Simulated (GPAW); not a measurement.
# Magnetic state of Fe3 Cr1 Fe3 001 from several starts, part 2 of 2

Does Fe3 Cr1 Fe3 001 prefer parallel or opposed moments, or none?

GPAW 26.7.0; PBE; plane waves with GPAW's PAW setups, scalar-relativistic.

So far. Step 2 (Order 1, typed as ferro ++++++): After 78 cycles the largest moment stands at 2.94 μB.

## Step 3: Order 2, typed as antiferro +++---

An opposed order shows whether the pairs that it reverses prefer unlike signs.

Contents of order2.py:

```python
import json
import numpy as np
from ase import Atoms
from ase.parallel import paropen, parprint
from gpaw import GPAW

atoms = Atoms(['Fe', 'Fe', 'Fe', 'Cr', 'Fe', 'Fe', 'Fe'],
    cell=[[2.884, 0.0, 0.0],
         [0.0, 2.884, 0.0],
         [0.0, 0.0, 20.5363]],
    scaled_positions=[[0.0, 0.0, 0.292166],
         [0.5, 0.5, 0.361249],
         [0.0, 0.0, 0.430332],
         [0.5, 0.5, 0.5],
         [0.0, 0.0, 0.569668],
         [0.5, 0.5, 0.638751],
         [0.0, 0.0, 0.707834]],
    pbc=True,
    magmoms=[2.6, 2.6, 2.6, 0.0, -2.6, -2.6, -2.6])
atoms.calc = GPAW(mode={'name': 'pw', 'ecut': 450},
    xc='PBE',
    kpts={'size': (20, 20, 1), 'gamma': True},
    occupations={'name': 'fermi-dirac', 'width': 0.05},
    convergence={'density': 1e-05, 'energy': 1e-05},
    maxiter=250,
    mixer={'name': 'pulay', 'beta': 0.03, 'nmaxold': 8, 'weight': 100},
    symmetry={'tolerance': 1e-4},
    txt='order2.txt')
e = atoms.get_potential_energy(force_consistent=True)
res = {'free_energy': e, 'energy_sigma0': atoms.get_potential_energy(), 'fermi_energy': atoms.calc.get_fermi_level()}
res['moments'] = atoms.get_magnetic_moments().tolist()
res['total'] = atoms.get_magnetic_moment()
parprint('site moments (muB):', np.round(res['moments'], 3))
parprint(f"total moment: {res['total']:.3f} muB")
parprint(f'free energy: {e:.6f} eV')
atoms.calc.write('order2.gpw')
with paropen('results.json', 'w') as f:
    json.dump(res, f)
```

On the command line:

```sh
> OMP_NUM_THREADS=1 mpirun -n 8 gpaw python order2.py > order2.log
```

Numbers of over 12 decimals in the logs are rounded to 6 here.

Log:

```text
site moments (muB): [ 2.922  2.434  2.064 -0.    -2.064 -2.434 -2.922]
total moment: -0.000 muB
free energy: -60.298981 eV

--- order2.txt ---
Input parameters:
  mode=PW(ecut=450),
  convergence={'density': 1e-05, 'energy': 1e-05},
  kpts=MonkhorstPack(size=(20, 20, 1), gamma=True),
  maxiter=250,
  mixer=Pulay(name='pulay', nmaxold=8, beta=0.03, weight=100, sigma=0.015, g_ss=None),
  occupations=Occupations(name='fermi-dirac', width=0.05),
  symmetry=Symmetry(tolerance=0.0001),
  xc=XC(name='PBE')

Diagonalizing LCAO Hamiltonian
Converting LCAO to pw mode
   .------.
  /|      |
 * |      |
 | |      |
 | |      |
 | |      |
 | |      |
 | |      |
 | |      |
 Fe|      |
 | |  Fe  |
 | |      |
 | |      |
 Fe|  Cr  |
 | |      |
 | |      |
 Fe|      |
 | |  Fe  |
 | |      |
 | |      |
 Fe|      |
 | |      |
 | |      |
 | |      |
 | |      |
 | .------.
 |/      /
 *------*

Atoms  # Å, Bohr magnetons
|   | symbol |        x |        y |         z |    initial magnetic moments |
|---|--------|----------|----------|-----------|-----------------------------|
| 0 |     Fe | 0.000000 | 0.000000 |  6.000009 | ( 0.0000,  0.0000,  2.6000) |
| 1 |     Fe | 1.442000 | 1.442000 |  7.418718 | ( 0.0000,  0.0000,  2.6000) |
| 2 |     Fe | 0.000000 | 0.000000 |  8.837427 | ( 0.0000,  0.0000,  2.6000) |
| 3 |     Cr | 1.442000 | 1.442000 | 10.268150 | ( 0.0000,  0.0000,  0.0000) |
| 4 |     Fe | 0.000000 | 0.000000 | 11.698873 | ( 0.0000,  0.0000, -2.6000) |
| 5 |     Fe | 1.442000 | 1.442000 | 13.117582 | ( 0.0000,  0.0000, -2.6000) |
| 6 |     Fe | 0.000000 | 0.000000 | 14.536291 | ( 0.0000,  0.0000, -2.6000) |

Unit cell  # Å
| periodic |        x |        y |         z |   lengths |    angles |
|----------|----------|----------|-----------|-----------|-----------|
|      yes | 2.884000 | 0.000000 |  0.000000 |  2.884000 | 90.000000 |
|      yes | 0.000000 | 2.884000 |  0.000000 |  2.884000 | 90.000000 |
|      yes | 0.000000 | 0.000000 | 20.536300 | 20.536300 | 90.000000 |

Number of symmetries: 8

BZ-sampling:
  Number of BZ points: 400
  Number of IBZ points: 66

  Monkhorst-Pack size: [20, 20, 1]
  Monkhorst-Pack shift: [0.025, 0.025, 0.0]

Plane wave coefficients: 3739
Cutoff: 450.000000 eV

Spin-components: 2 (collinear spins)
Bands:           37
Projectors:      42
Spin-degeneracy: 1
Datatype:        complex128

Parallelization:
  kpt:    8
  domain: 1
  band:   1

Density:
  Valence electrons: 54.0
  Components: 2
  Grid points: [ 15  15 105]
  Charge: 0.0  # |e|

Potential:
  Grid points: [ 15  15 105]

[... setups left out ...]
Reference energy: -236299.105049  # eV

eigensolver:
  PPCG
  Converge bands: occupied
  niter=2

density mixing:
  Pulay-Mixer
  Linear mixing parameters: 0.03
  Old densities: 8
  Fourier metric: weight=100, sigma=0.015

occupation numbers:
  Fermi-Dirac:
    width: 0.0500  # eV

poisson solver:
  ecut: 3600.000000  # eV

xc functional:
  name: PBE with 2 nearest neighbor stencil

convergence criteria:
- Maximum integral of absolute [dens]ity change: 1e-05 electrons / valence electron
- Maximum [total energy] change in last 3 cyles: 1e-05 eV / valence electron
- Maximum integral of absolute [eigenst]ate change: 4e-08 eV^2 / valence electron
maximum number of iterations: 250

SCF iterations
|iter     |      energy | eigst |  dens |  magmom |
|---------|-------------|-------|-------|---------|
|iter:   1|       0s |  -69.570401 | +0.43 |       |  -0.0000|
|iter:   2|       6s |  -64.333812 | -0.50 | -0.56 |  -0.0000|
|iter:   3|      13s |  -61.856595 | -0.14 | -0.72 |  +0.0000|
|iter:   4|      20s |  -61.075414 | -1.23 | -0.86 |  -0.0000|
|iter:   5|      27s |  -60.862556 | -1.45 | -0.89 |  +0.0000|
|iter:   6|      33s |  -60.587494 | -0.37 | -0.91 |  -0.0000|
|iter:   7|      40s |  -59.934960 | -1.08 | -0.95 |  +0.0000|
|iter:   8|      47s |  -60.039741 | -2.02 | -1.14 |  -0.0000|
|iter:   9|      54s |  -59.964931 | -2.65 | -1.12 |  +0.0000|
|iter:  10|      61s |  -60.020598 | -1.66 | -1.17 |  -0.0001|
[... 42 iterations left out ...]
|iter:  53|     339s |  -60.254430c| -7.66c| -4.45 |  -0.0000|
|iter:  54|     343s |  -60.254430c| -8.13c| -4.51 |  -0.0000|
|iter:  55|     346s |  -60.254429c| -7.84c| -4.55 |  -0.0000|
|iter:  56|     350s |  -60.254428c| -7.96c| -4.64 |  -0.0000|
|iter:  57|     354s |  -60.254428c| -7.60c| -4.72 |  -0.0000|
|iter:  58|     358s |  -60.254428c| -7.72c| -4.96 |  -0.0000|
|iter:  59|     361s |  -60.254428c| -8.34c| -4.97 |  -0.0000|
|iter:  60|     365s |  -60.254428c| -8.42c| -4.98 |  -0.0000|
|iter:  61|     369s |  -60.254428c| -8.49c| -5.00 |  -0.0000|
|iter:  62|     372s |  -60.254428c| -8.73c| -5.07c|  -0.0000|

Converged in 62 steps
Energy contributions relative to reference atoms: (reference = -236299.105049)

Energy contributions:
  Kinetic:          22.131109
  Coulomb:         -22.305923
  Zero:              1.047450
  External:          0.000000
  Xc:              -61.082511
  Entropy:          -0.089106
  Spinorbit:         0.000000
  ----------------------------
  Free energy:     -60.298981
  Extrapolated:    -60.254428

dipole moment: (-28.175118, -28.175118, -0.000495)  # |e|*Ang

Total magnetic moment: (0.000000, 0.000000, -0.000026)

Local magnetic moments
|        x |        y |         z |
|----------|----------|-----------|
| 0.000000 | 0.000000 |  2.922169 |  # Fe   0
| 0.000000 | 0.000000 |  2.434396 |  # Fe   1
| 0.000000 | 0.000000 |  2.064398 |  # Fe   2
| 0.000000 | 0.000000 | -0.000028 |  # Cr   3
| 0.000000 | 0.000000 | -2.064396 |  # Fe   4
| 0.000000 | 0.000000 | -2.434394 |  # Fe   5
| 0.000000 | 0.000000 | -2.922170 |  # Fe   6

Fermi level: 2.968
Eigenvalues  # (at kpt = [-0.000, -0.000, 0.000])
| band index |      eig [eV] | occ [0-1] |      eig [eV] | occ [0-1] |
|------------|---------------|-----------|---------------|-----------|
|          0 |        -5.027 |     1.000 |        -5.027 |     1.000 |
|        ... |               |           |               |           |
|         21 |         2.202 |     1.000 |         2.202 |     1.000 |
|         22 |         2.248 |     1.000 |         2.248 |     1.000 |
|         23 |         2.410 |     1.000 |         2.410 |     1.000 |
|         24 |         2.410 |     1.000 |         2.410 |     1.000 |
|         25 |         2.713 |     0.994 |         2.713 |     0.994 |
|         26 |         2.842 |     0.926 |         2.842 |     0.926 |
|         27 |         2.853 |     0.909 |         2.853 |     0.909 |
|         28 |         2.853 |     0.909 |         2.853 |     0.909 |
|         29 |         3.251 |     0.003 |         3.251 |     0.003 |
|         30 |         3.476 |     0.000 |         3.476 |     0.000 |
|         31 |         3.607 |     0.000 |         3.607 |     0.000 |
|         32 |         3.607 |     0.000 |         3.607 |     0.000 |
|         33 |         4.054 |     0.000 |         4.054 |     0.000 |
|         34 |         4.112 |     0.000 |         4.112 |     0.000 |
|         35 |         4.306 |     0.000 |         4.306 |     0.000 |
|         36 |         4.723 |     0.000 |         4.723 |     0.000 |

No gap
No difference between direct/indirect transitions
```

Run time: 6.6 min. Hardware: 8 MPI ranks of Intel Xeon at 2.50GHz (Skylake/Cascade Lake), shared host; peak memory 2 GiB.

Spin moment in the augmentation sphere by atom:

| atom | spin moment in the augmentation sphere (μB) |
| --- | --- |
| Fe1 | 2.92 |
| Fe2 | 2.43 |
| Fe3 | 2.06 |
| Cr4 | 0.00 |
| Fe5 | -2.06 |
| Fe6 | -2.43 |
| Fe7 | -2.92 |

Read from the output:

* magnetization: 0 μB
* final state: antiferromagnetic

It lies 23.5 meV a seeded atom over the first start, and its largest moment is 2.92 μB against 2.94 μB.

## Step 4: Order 3, typed as no spin polarisation

A run without seeds gives the energy of the state without moments.

nospin.py is the script of step 3 with these lines changed:

```diff
@@ -17,4 +17,3 @@
          [0.0, 0.0, 0.707834]],
-    pbc=True,
-    magmoms=[2.6, 2.6, 2.6, 0.0, -2.6, -2.6, -2.6])
+    pbc=True)
 atoms.calc = GPAW(mode={'name': 'pw', 'ecut': 450},
@@ -27,11 +26,7 @@
     symmetry={'tolerance': 1e-4},
-    txt='order2.txt')
+    txt='nospin.txt')
 e = atoms.get_potential_energy(force_consistent=True)
 res = {'free_energy': e, 'energy_sigma0': atoms.get_potential_energy(), 'fermi_energy': atoms.calc.get_fermi_level()}
-res['moments'] = atoms.get_magnetic_moments().tolist()
-res['total'] = atoms.get_magnetic_moment()
-parprint('site moments (muB):', np.round(res['moments'], 3))
-parprint(f"total moment: {res['total']:.3f} muB")
 parprint(f'free energy: {e:.6f} eV')
-atoms.calc.write('order2.gpw')
+atoms.calc.write('nospin.gpw')
 with paropen('results.json', 'w') as f:
```

On the command line:

```sh
> OMP_NUM_THREADS=1 mpirun -n 8 gpaw python nospin.py > nospin.log
```

Log:

```text
free energy: -56.633497 eV

--- nospin.txt ---
Input parameters:
  mode=PW(ecut=450),
  convergence={'density': 1e-05, 'energy': 1e-05},
  kpts=MonkhorstPack(size=(20, 20, 1), gamma=True),
  maxiter=250,
  mixer=Pulay(name='pulay', nmaxold=8, beta=0.03, weight=100, sigma=0.015, g_ss=None),
  occupations=Occupations(name='fermi-dirac', width=0.05),
  symmetry=Symmetry(tolerance=0.0001),
  xc=XC(name='PBE')

[...]
|          0 |        -5.333 |     2.000 |
|        ... |               |           |
|         21 |         1.700 |     2.000 |
|         22 |         2.030 |     2.000 |
|         23 |         2.104 |     2.000 |
|         24 |         2.203 |     1.999 |
[...]
|         33 |         2.902 |     0.003 |
|         34 |         3.076 |     0.000 |
|         35 |         3.230 |     0.000 |
|         36 |         3.796 |     0.000 |

No gap
No difference between direct/indirect transitions

[key lines of the parts left out:]
Free energy:     -56.633497
Converged in 41 steps
dipole moment: (-28.215758, -28.215758, -0.000495)  # |e|*Ang
Fermi level: 2.583
```

Elapsed: 2.5 min, on 8 MPI ranks; peak memory 1.8 GiB; 20 min of CPU time.

This step gave:

```yaml
final_state: non-magnetic (no spin polarisation)
```

It lies 634 meV a seeded atom over the first start.

## Step 5: The states side by side

These are free energies at a smearing of 0.05 eV, so its entropy term is in the differences. They are divided by the number of seeded atoms, so that cells of unlike size compare.

Orders:

| start | final state | typed order kept | energy over the lowest (meV a seeded atom) | largest site moment (μB) | net moment (μB a primitive cell) | mesh matched | CPU time (s) |
| --- | --- | --- | --- | --- | --- | --- | --- |
| ferro ++++++ | ferrimagnetic | yes | 0 | 2.939 | 14.61 | yes | 4753 |
| antiferro +++--- | antiferromagnetic | yes | 23.51 | 2.922 | 0 | yes | 3138 |
| no spin polarisation | non-magnetic | - | 634.4 | 0 | 0 | yes | 1208 |

## Step 6: What came out

| Item | Value |
| --- | --- |
| lowest state found | ferrimagnetic (typed ferro ++++++) |
| largest site moment | 2.94 μB |
| next state | antiferromagnetic, 23.5 meV a seeded atom higher |
| energy gained by spin polarisation | 634 meV a seeded atom |

The lowest state found is ferrimagnetic, reached from the start ferro ++++++, with moments up to 2.94 μB. The next state costs 24 meV a seeded atom. Only 3 starts are shown; other collinear patterns, canted and longer-period orders are not.

[Logs and program files are shortened in this print: banners, set-up blocks, solver, clock and traceback lines can be left out without a mark of their own.]

[Logs are printed without paths, hosts, clocks, repeated set-up lines and the standing remarks that a program may print on its own settings, such as how far it seeks lower states.]

[Hosts, paths, dates, database ids (printed as entryN), source tags and the programs' standing remarks are cut or masked in the printed files.]

[Where a cell is said to come from a database of computed structures, the database is the Materials Project.]
